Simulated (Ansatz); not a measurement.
# Series on aqueous Mg2+ and TFSI-, by salt concentration

How do pressure, forces, levels, charges and cost change as salt is added?

Computed with Ansatz 0.2.0: Kohn-Sham DFT, PBE+D4, PAW (set soft_2). Every run is a single point, with the atoms held where the recipe put them (cutoff of the plane-wave runs 420 eV, fixed occupations).

First member: 55 H2O, 1 Mg2+, 2 TFSI- placed at random, at 1.25 g/cm³; overlaps pushed apart, then 10 ps at 420 K with divalent ions of Li, Roberts, Chakravorty and Merz (J. Chem. Theory Comput. 9, 2733 (2013)); MMFF94 bonds, angles, torsions, charges and radii (Halgren, J. Comput. Chem. 17, 490 (1996)) in harmonic and 12-6 forms; SPC/E water (Berendsen, Grigera and Straatsma, J. Phys. Chem. 91, 6269 (1987)). Snapshot after 20 ps at 360 K and fixed volume.

Last member: 34 H2O, 3 Mg2+, 6 TFSI- placed at random, at 1.68 g/cm³; overlaps pushed apart, then 10 ps at 420 K with divalent ions of Li, Roberts, Chakravorty and Merz (J. Chem. Theory Comput. 9, 2733 (2013)); MMFF94 bonds, angles, torsions, charges and radii (Halgren, J. Comput. Chem. 17, 490 (1996)) in harmonic and 12-6 forms; SPC/E water (Berendsen, Grigera and Straatsma, J. Phys. Chem. 91, 6269 (1987)). Snapshot after 20 ps at 360 K and fixed volume.

The members:

```
salt concentration (mol/kg)       reduced formula  atoms  valence electrons  k-mesh        basis  density (g/cm³)
                       1.01    MgH110C4S4N2O63F12    196                632   1×1×1  plane waves             1.25
                       2.52     MgH44C4S4N2O30F12    194                736   1×1×1  plane waves             1.48
                        4.9  Mg3H68C12S12N6O58F36    195                848   1×1×1  plane waves             1.68
```

Each cell is one sample from a classical run, so sample-to-sample scatter enters every column; pressures lack the kinetic term, and hold the strain of bonds inside molecules, whose lengths the classical model set.

The input of the first member, without its atom lines; other members have their own cell and atoms, and may differ in mesh, basis and outputs:

```yaml
crystal:
  lattice:
    - [12.78775, 0.0, 0.0]
    - [0.0, 12.78775, 0.0]
    - [0.0, 0.0, 12.78775]
  atoms:
    [... 196 lines ...]
kpoints:
  mp_grid: { grid: [1, 1, 1] }
hamiltonian:
  xc: pbe
  dispersion: d4
scf:
  occupations: { method: fixed }
output:
  forces: true
  stress: true
  populations: true
  dos:
    method: { smearing: { sigma: 0.1 } }
    de: 0.1
    projected: { site_lists: { C: [C], F: [F], H: [H], Mg: [Mg], "N": ["N"] } }
  eigenvalues: true
  write_density: true
  write_potential: true
  volumetric_format: npy
```

Predict the trends along the series.

Results; charges are mean Löwdin charges in e:

```
salt concentration (mol/kg)  pressure (GPa)  r.m.s. force (eV/Å)  gap (eV)   q(S)   q(N)   q(O)
                       1.01           -1.71                0.743                3.80  +2.17  -0.80  -0.70
                       2.52           0.359                0.858                4.08  +2.20  -0.84  -0.71
                        4.9           0.694                 1.07                3.55  +2.18  -0.82  -0.72
```

The gap is that between the highest filled and lowest empty Kohn-Sham level on the run's k-points, and semilocal functionals tend to put gaps under measured ones. The projection misses up to 0.059 e an atom, so the charges add up to more than the cell's charge. Each mean runs over all atoms of an element, whatever their surroundings.

Cost on 8 threads of Arm Neoverse V1, shared host:

```
salt concentration (mol/kg)  atoms              basis  k-mesh  SCF cycles     time  host memory (GiB)  Δ force from the first basis (meV/Å)
                       1.01    196        plane waves   1×1×1          10     31 s                3.2                                     -
                       1.01    196  support functions   1×1×1          14     83 s                5.5                                    12
                       2.52    194        plane waves   1×1×1          10     40 s                3.5                                     -
                       2.52    194  support functions   1×1×1          15  2.5 min                7.6                                    11
                        4.9    195        plane waves   1×1×1          10     44 s                3.9                                     -
                        4.9    195  support functions   1×1×1          17  3.1 min                7.9                                   9.5
```

The force difference holds the basis error of the plane-wave run too, whose cutoff is lower than the one behind the functions' grid. Times include the outputs that each run asked for, on hosts shared with other jobs.

What the series shows: The gap is lowest at 4.9 mol/kg (3.55 eV) and highest at 2.52 mol/kg (4.08 eV), with no steady trend; in single samples it varies with the configuration. The pressure goes steadily from -1.7 GPa at 1.01 to 0.69 GPa at 4.9 mol/kg; the recipes set unlike densities, and the bond lengths of the classical model enter the pressure too. Support functions take 2.7 to 4.2 times the wall time of plane waves (the times hold unlike extra outputs; shared hosts, so rough). The r.m.s. force goes steadily from 0.74 eV/Å at 1.01 to 1.1 eV/Å at 4.9 mol/kg.

**Limits.** The network of contacts between molecules at the start is that of the classical potential that made the cell, and needn't be the one that DFT or experiment would give. For 1 of the 3 members: the concentration wasn't checked against solubility and may exceed it.

[Logs are printed without paths, hosts, clocks, repeated set-up lines and the standing remarks that a program may print on its own settings, such as how far it seeks lower states.]

[Hosts, paths, dates, database ids (printed as entryN), source tags and the programs' standing remarks are cut or masked in the printed files.]

[The MMFF94 radii named for the starting cell were scaled by 0.96; in molecules described by MMFF94, hydrogen bound to N, O or S took a small fixed 12-6 site in their place.]
